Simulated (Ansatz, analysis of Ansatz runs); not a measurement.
**A hop of H in CsLi2Cl3 (Immm), charge +1**

How high is the barrier when H changes place in CsLi2Cl3 (Immm)? The case: H transfer from Cl to Cl, charge +1, in a cell of 72 host atoms with 1 H put in.

Program: Ansatz 0.2.0. Level of theory: plane-wave PAW DFT, PBEsol; relaxation of all atoms of a defect supercell at fixed charge in a uniform background. Results are calculated unless marked as measured.

**1. Starting point**

The cell holds 73 atoms: 12 Cs, 24 Li, 36 Cl and 1 H. Its edges and angles: a = 13.503 Å, b = 11.191 Å, c = 12.249 Å, α = 90.0°, β = 90.0°, γ = 66.3°. It derives from CsLi2Cl3 (space group Immm). Nearest the centre at fractional (0.208, 0.875, 0.615): H73 at 0.60 Å, Li12 at 1.60 Å, Cl19 at 1.88 Å, Cl24 at 1.90 Å, Cs1 at 2.95 Å, Cs25 at 2.95 Å, Cl14 at 3.23 Å, Cl38 at 3.23 Å. The cell carries charge +1.

The cell's shortest repeat is 11.2 Å.

**2. Relaxation of the start point, charge +1**

A barrier is counted from a minimum, so both ends are relaxed first. Small random displacements break the symmetry of the ideal sites, so that the defect can distort if it gains by it. The charge of +1 is set by the electron count, and a uniform background keeps the cell neutral.

The input, qp1_c72k1s.start/input.yaml:

```yaml
crystal:
  lattice:
    - [13.50322694, 0.0, 0.0]
    - [4.50107565, 10.24633985, 0.0]
    - [0.0, 0.0, 12.2489163]
  atoms:
    - { symbol: Cs, position: [0.0, 0.0, 0.5] }
    - { symbol: Cs, position: [0.08333333, 0.25, 0.0] }
    - { symbol: Cs, position: [0.16666667, 0.5, 0.5] }
    - { symbol: Cs, position: [0.25, 0.75, 0.0] }
    - { symbol: Li, position: [0.0, 0.0, 0.80716509] }
    - { symbol: Li, position: [0.08333333, 0.25, 0.30716509] }
    - { symbol: Li, position: [0.16666667, 0.5, 0.80716509] }
    - { symbol: Li, position: [0.25, 0.75, 0.30716509] }
    - { symbol: Li, position: [0.0, 0.0, 0.19283491] }
    - { symbol: Li, position: [0.08333333, 0.25, 0.69283491] }
    - { symbol: Li, position: [0.16666667, 0.5, 0.19283491] }
    - { symbol: Li, position: [0.25, 0.75, 0.69283491] }
    - { symbol: Cl, position: [0.0, 0.5, 0.27206984] }
    - { symbol: Cl, position: [0.08333333, 0.75, 0.77206984] }
    - { symbol: Cl, position: [0.16666667, 0.0, 0.27206984] }
    - { symbol: Cl, position: [0.25, 0.25, 0.77206984] }
    - { symbol: Cl, position: [0.0, 0.5, 0.72793016] }
    - { symbol: Cl, position: [0.08333333, 0.75, 0.22793016] }
    - { symbol: Cl, position: [0.16666667, 0.0, 0.72793016] }
    - { symbol: Cl, position: [0.25, 0.25, 0.22793016] }
    - { symbol: Cl, position: [0.0, 0.0, 0.0] }
    - { symbol: Cl, position: [0.08333333, 0.25, 0.5] }
    - { symbol: Cl, position: [0.16666667, 0.5, 0.0] }
    - { symbol: Cl, position: [0.25, 0.75, 0.5] }
    - { symbol: Cs, position: [0.33333333, 0.0, 0.5] }
    - { symbol: Cs, position: [0.41666667, 0.25, 0.0] }
    - { symbol: Cs, position: [0.5, 0.5, 0.5] }
    - { symbol: Cs, position: [0.58333333, 0.75, 0.0] }
    - { symbol: Li, position: [0.33333333, 0.0, 0.80716509] }
    - { symbol: Li, position: [0.41666667, 0.25, 0.30716509] }
    - { symbol: Li, position: [0.5, 0.5, 0.80716509] }
    - { symbol: Li, position: [0.58333333, 0.75, 0.30716509] }
    - { symbol: Li, position: [0.33333333, 0.0, 0.19283491] }
    - { symbol: Li, position: [0.41666667, 0.25, 0.69283491] }
    - { symbol: Li, position: [0.5, 0.5, 0.19283491] }
    - { symbol: Li, position: [0.58333333, 0.75, 0.69283491] }
    - { symbol: Cl, position: [0.33333333, 0.5, 0.27206984] }
    - { symbol: Cl, position: [0.41666667, 0.75, 0.77206984] }
    - { symbol: Cl, position: [0.5, 0.0, 0.27206984] }
    - { symbol: Cl, position: [0.58333333, 0.25, 0.77206984] }
    - { symbol: Cl, position: [0.33333333, 0.5, 0.72793016] }
    - { symbol: Cl, position: [0.41666667, 0.75, 0.22793016] }
    - { symbol: Cl, position: [0.5, 0.0, 0.72793016] }
    - { symbol: Cl, position: [0.58333333, 0.25, 0.22793016] }
    - { symbol: Cl, position: [0.33333333, 0.0, 0.0] }
    - { symbol: Cl, position: [0.41666667, 0.25, 0.5] }
    - { symbol: Cl, position: [0.5, 0.5, 0.0] }
    - { symbol: Cl, position: [0.58333333, 0.75, 0.5] }
    - { symbol: Cs, position: [0.66666667, 0.0, 0.5] }
    - { symbol: Cs, position: [0.75, 0.25, 0.0] }
    - { symbol: Cs, position: [0.83333333, 0.5, 0.5] }
    - { symbol: Cs, position: [0.91666667, 0.75, 0.0] }
    - { symbol: Li, position: [0.66666667, 0.0, 0.80716509] }
    - { symbol: Li, position: [0.75, 0.25, 0.30716509] }
    - { symbol: Li, position: [0.83333333, 0.5, 0.80716509] }
    - { symbol: Li, position: [0.91666667, 0.75, 0.30716509] }
    - { symbol: Li, position: [0.66666667, 0.0, 0.19283491] }
    - { symbol: Li, position: [0.75, 0.25, 0.69283491] }
    - { symbol: Li, position: [0.83333333, 0.5, 0.19283491] }
    - { symbol: Li, position: [0.91666667, 0.75, 0.69283491] }
    - { symbol: Cl, position: [0.66666667, 0.5, 0.27206984] }
    - { symbol: Cl, position: [0.75, 0.75, 0.77206984] }
    - { symbol: Cl, position: [0.83333333, 0.0, 0.27206984] }
    - { symbol: Cl, position: [0.91666667, 0.25, 0.77206984] }
    - { symbol: Cl, position: [0.66666667, 0.5, 0.72793016] }
    - { symbol: Cl, position: [0.75, 0.75, 0.22793016] }
    - { symbol: Cl, position: [0.83333333, 0.0, 0.72793016] }
    - { symbol: Cl, position: [0.91666667, 0.25, 0.22793016] }
    - { symbol: Cl, position: [0.66666667, 0.0, 0.0] }
    - { symbol: Cl, position: [0.75, 0.25, 0.5] }
    - { symbol: Cl, position: [0.83333333, 0.5, 0.0] }
    - { symbol: Cl, position: [0.91666667, 0.75, 0.5] }
    - { symbol: H, position: [0.221358, 0.835925, 0.57907] }
total_charge: 1
basis:
  ecutwfc: 420
  xc_grid: 2
hamiltonian:
  xc: pbesol
kpoints:
  mp_grid: { grid: [1, 1, 1], shift: [0.25, 0.25, 0.25] }
scf:
  occupations: { method: fixed }
  max_iter: 150
output:
  forces: true
relax:
  f_tol: 0.02
  max_steps: 70
  random_displacement: { amplitude: 0.03, seed: 1964 }
```

Run with:

```
ansatz run input.yaml --threads 32 --pin off --max-ram 84787MiB --backend cuda --events-out ev --progress --plain --runs-dir out --max-vram 78GiB
```

Numbers of over 12 decimals in the logs are rounded to 6 here.

Output:

```text
[... repeated set-up lines and file paths are left out, and long positions are rounded to six places ...]
The last accepted step is kept in <dir> (removed where the run ends without a failure and the disk answers)
Engine: ansatz 0.2.0, aarch64-unknown-linux-gnu
Pseudopotentials: kind: paw
Pseudopotential: Cs, paw, valence charge 9, recommended cutoff 420 eV (normal), Cs.paw.azcp
Pseudopotential: Li, paw, valence charge 3, recommended cutoff 420 eV (normal), Li.paw.azcp
Pseudopotential: Cl, paw, valence charge 7, recommended cutoff 420 eV (normal), Cl.paw.azcp
Pseudopotential: H, paw, valence charge 1, recommended cutoff 420 eV (normal), H.paw.azcp
Functional definition: PBEsol
  exchange = pbesol_x
  correlation = pbesol_c
[...]
Crystal: 73 atoms, lattice volume = 1694.744 Å³
Basis set: ecut = 420 eV, 33169 PW (Γ), exchange–correlation on 192×150×180 points (8 copies of the dense FFT grid, shifted against one another)
Bands: 289, of which v1, the nominal top of the filled ones, is band 216 counted from 1 (215 counted from 0)
Symmetry: 1 space group operations
k-points: 1
Non-local potential: Cs, projectors of the file, l = 0: 3, l = 1: 2, l = 2: 2, l = 3: 2
Non-local potential: Li, projectors of the file, l = 0: 3, l = 1: 2, l = 2: 1
Non-local potential: Cl, projectors of the file, l = 0: 2, l = 1: 2, l = 2: 2
Non-local potential: H, projectors of the file, l = 0: 2, l = 1: 1
PAW form: soft (Blöchl's): semilocal exchange-correlation on the pseudo side does not see the compensation charge
PAW frozen core: Cs, regenerated for the run's functional, and the local potential with it (the file was generated under x = pbe(κ = 0.804, μ = 0.219515), c = pbe(β = 0.066725))
PAW frozen core: Cl, regenerated for the run's functional, and the local potential with it (the file was generated under x = pbe(κ = 0.804, μ = 0.219515), c = pbe(β = 0.066725))
PAW one-centre angular grid: Cs, 194 points (default); XC on 64 Gauss nodes
PAW one-centre angular grid: Li, 110 points (default); XC on 64 Gauss nodes
PAW one-centre angular grid: Cl, 110 points (default); XC on 64 Gauss nodes
PAW one-centre angular grid: H, 110 points (default); XC on 64 Gauss nodes
Initial density: superposition of atomic densities (neutral atoms scaled as one to the charged cell's electrons: chi_scale 0, normalization atom), corrected by the library's trained network
Initial wavefunctions: pseudopotential atomic-orbital guess
[...]
Functional: x = pbesol(κ = 0.804, μ = 0.123457), c = pbesol(β = 0.046)
SCF iter   1: F=—  HF=-110243.629792 eV  |F-HF|=—  |Δ(HF+E_count)|=         —  Δρ=3.54e-3  dr2=4.92e-1  ethr=1.77e-3  ⟨swp⟩=7.0  Hψ=913  notcnv=0  defer=71
preconditioner: auto → Resta (q_TF=auto, 2.172 Å⁻¹)  ε∞=2.9  [insulator: Δε(μ)=3.769 eV  Ē_g=12.349 eV  n_scr=310 (ndim 8)  ℏωp=17.1 eV  f_vac=0.005  ε∞_Penn≈2.9]
SCF iter   2: F=—  HF=-110243.478886 eV  |F-HF|=—  |Δ(HF+E_count)|=   1.51e-1  Δρ=1.69e-3  dr2=1.18e-1  ethr=1.14e-4  ⟨swp⟩=4.0  Hψ=483  notcnv=0  defer=71
SCF iter   3: F=—  HF=-110243.432111 eV  |F-HF|=—  |Δ(HF+E_count)|=   4.68e-2  Δρ=4.16e-4  dr2=6.57e-3  ethr=2.74e-5  ⟨swp⟩=6.0  Hψ=444  notcnv=0  defer=62
automatic band count: iteration 3 solves 280 bands in place of 289: the levels show a gap, and the empty bands left out lie too high to hold charge; the band table lists the bands solved (type scf.n_extra_bands for more)
[...]
SCF 1 converged in 6 iterations: F = -110243.431431 eV  dr2 = 2.11e-6
  greatest PAW one-centre occupation: 1.000 electrons in one spin orbital (limit 2), on the Li atom at site 11 (counted from 0), in its partial waves of l = 0
relax step   1: F+E_penalty+E_count = -110243.43143074 eV  Δ(F+E_penalty+E_count) = +0.000e0 eV  max|allowed force component| = 1.698e0 eV/Å  Δτ_max = 0.0000 Å  (6 SCF iters, dr2 threshold 1.00e-5 eV, accepted)
[... the SCF cycles and remarks between the steps are left out from here to the last step ...]
relax step   2: F+E_penalty+E_count = -110244.28822291 eV  Δ(F+E_penalty+E_count) = -8.568e-1 eV  max|allowed force component| = 7.912e-1 eV/Å  Δτ_max = 0.1949 Å  (5 SCF iters, dr2 threshold 1.00e-4 eV, accepted)
relax step   5: F+E_penalty+E_count = -110244.72739721 eV  Δ(F+E_penalty+E_count) = +5.939e-2 eV  max|allowed force component| = 1.361e0 eV/Å  Δτ_max = 0.1963 Å  (5 SCF iters, dr2 threshold 6.49e-5 eV, rejected (line search))
relax step   8: F+E_penalty+E_count = -110244.90203919 eV  Δ(F+E_penalty+E_count) = -7.335e-3 eV  max|allowed force component| = 1.785e-1 eV/Å  Δτ_max = 0.1500 Å  (6 SCF iters, dr2 threshold 5.23e-7 eV, accepted)
relax step  11: F+E_penalty+E_count = -110244.91704095 eV  Δ(F+E_penalty+E_count) = -1.155e-6 eV  max|allowed force component| = 2.168e-2 eV/Å  Δτ_max = 0.0000 Å  (4 SCF iters, accepted)
[...]
SCF 13 converged in 4 iterations: F = -110244.917645 eV  dr2 = 1.88e-7
[...]
relax step  14: F+E_penalty+E_count = -110244.91764511 eV  Δ(F+E_penalty+E_count) = -3.634e-8 eV  max|allowed force component| = 5.697e-3 eV/Å  Δτ_max = 0.0000 Å  (2 SCF iters, accepted)
[...]
- { symbol: Cl, position: [0.082161, 0.753587, 0.231464] }
    - { symbol: Cl, position: [0.170054, -0.010362, 0.698865] }
    - { symbol: Cl, position: [0.252225, 0.250994, 0.230416] }
    - { symbol: Cl, position: [0.003099, -0.001697, -0.003091] }
    - { symbol: Cl, position: [0.082181, 0.252508, 0.497729] }
    - { symbol: Cl, position: [0.168725, 0.497190, 0.002037] }
    - { symbol: Cl, position: [0.243532, 0.766571, 0.520347] }
    - { symbol: Cs, position: [0.339054, 0.013128, 0.485197] }
    - { symbol: Cs, position: [0.418302, 0.245818, -0.001100] }
    - { symbol: Cs, position: [0.501035, 0.502852, 0.500965] }
    - { symbol: Cs, position: [0.584566, 0.747131, 0.002769] }
    - { symbol: Li, position: [0.345319, -0.006492, 0.807016] }
    - { symbol: Li, position: [0.417956, 0.253849, 0.306892] }
    - { symbol: Li, position: [0.507936, 0.486962, 0.810869] }
    - { symbol: Li, position: [0.584370, 0.750158, 0.307271] }
    - { symbol: Li, position: [0.334895, -0.000830, 0.189587] }
    - { symbol: Li, position: [0.420813, 0.238931, 0.691891] }
    - { symbol: Li, position: [0.500021, 0.498416, 0.194134] }
    - { symbol: Li, position: [0.584836, 0.746656, 0.692257] }
    - { symbol: Cl, position: [0.330142, 0.509364, 0.280823] }
    - { symbol: Cl, position: [0.414323, 0.745380, 0.773692] }
    - { symbol: Cl, position: [0.501597, 0.000795, 0.267455] }
    - { symbol: Cl, position: [0.587253, 0.245133, 0.772668] }
    - { symbol: Cl, position: [0.336523, 0.480908, 0.733076] }
    - { symbol: Cl, position: [0.415796, 0.752853, 0.231750] }
    - { symbol: Cl, position: [0.502043, -0.003016, 0.723654] }
    - { symbol: Cl, position: [0.580037, 0.254281, 0.225448] }
    - { symbol: Cl, position: [0.331740, -0.002952, -0.003001] }
    - { symbol: Cl, position: [0.419695, 0.254476, 0.499828] }
    - { symbol: Cl, position: [0.499719, 0.498220, 0.001431] }
    - { symbol: Cl, position: [0.580846, 0.752178, 0.500101] }
    - { symbol: Cs, position: [0.667681, -0.000673, 0.495118] }
    - { symbol: Cs, position: [0.750936, 0.248153, 0.001177] }
    - { symbol: Cs, position: [0.830925, 0.504820, 0.496114] }
    - { symbol: Cs, position: [0.917454, 0.747853, 0.003001] }
    - { symbol: Li, position: [0.669048, -0.003389, 0.806004] }
    - { symbol: Li, position: [0.745180, 0.256317, 0.305115] }
    - { symbol: Li, position: [0.831314, 0.506221, 0.808213] }
    - { symbol: Li, position: [0.915680, 0.750737, 0.306584] }
    - { symbol: Li, position: [0.666693, -0.000906, 0.189027] }
    - { symbol: Li, position: [0.751851, 0.249913, 0.691389] }
    - { symbol: Li, position: [0.832846, 0.500684, 0.191953] }
    - { symbol: Li, position: [0.916236, 0.753061, 0.691042] }
    - { symbol: Cl, position: [0.665683, 0.501654, 0.271680] }
    - { symbol: Cl, position: [0.750423, 0.748643, 0.772183] }
    - { symbol: Cl, position: [0.830263, 0.002676, 0.266208] }
    - { symbol: Cl, position: [0.926739, 0.239149, 0.768893] }
    - { symbol: Cl, position: [0.669676, 0.496462, 0.728905] }
    - { symbol: Cl, position: [0.750761, 0.748718, 0.228542] }
    - { symbol: Cl, position: [0.834117, -0.003545, 0.721215] }
    - { symbol: Cl, position: [0.916414, 0.249668, 0.229622] }
    - { symbol: Cl, position: [0.668006, -0.002602, -0.002383] }
    - { symbol: Cl, position: [0.744256, 0.255731, 0.498641] }
    - { symbol: Cl, position: [0.834111, 0.497998, -0.000728] }
    - { symbol: Cl, position: [0.919288, 0.751071, 0.498729] }
    - { symbol: H, position: [0.202349, 0.890979, 0.614511] }
```

Elapsed: 8.5 s, on 1 × NVIDIA GB200 with 32 threads of Arm Neoverse V2, shared host; peak memory 1.4 GiB.

(Continued in part 2 of 2.)

[Logs are printed without paths, hosts, clocks, repeated set-up lines and the standing remarks that a program may print on its own settings, such as how far it seeks lower states.]

[Hosts, paths, dates, database ids (printed as entryN), source tags and the programs' standing remarks are cut or masked in the printed files.]
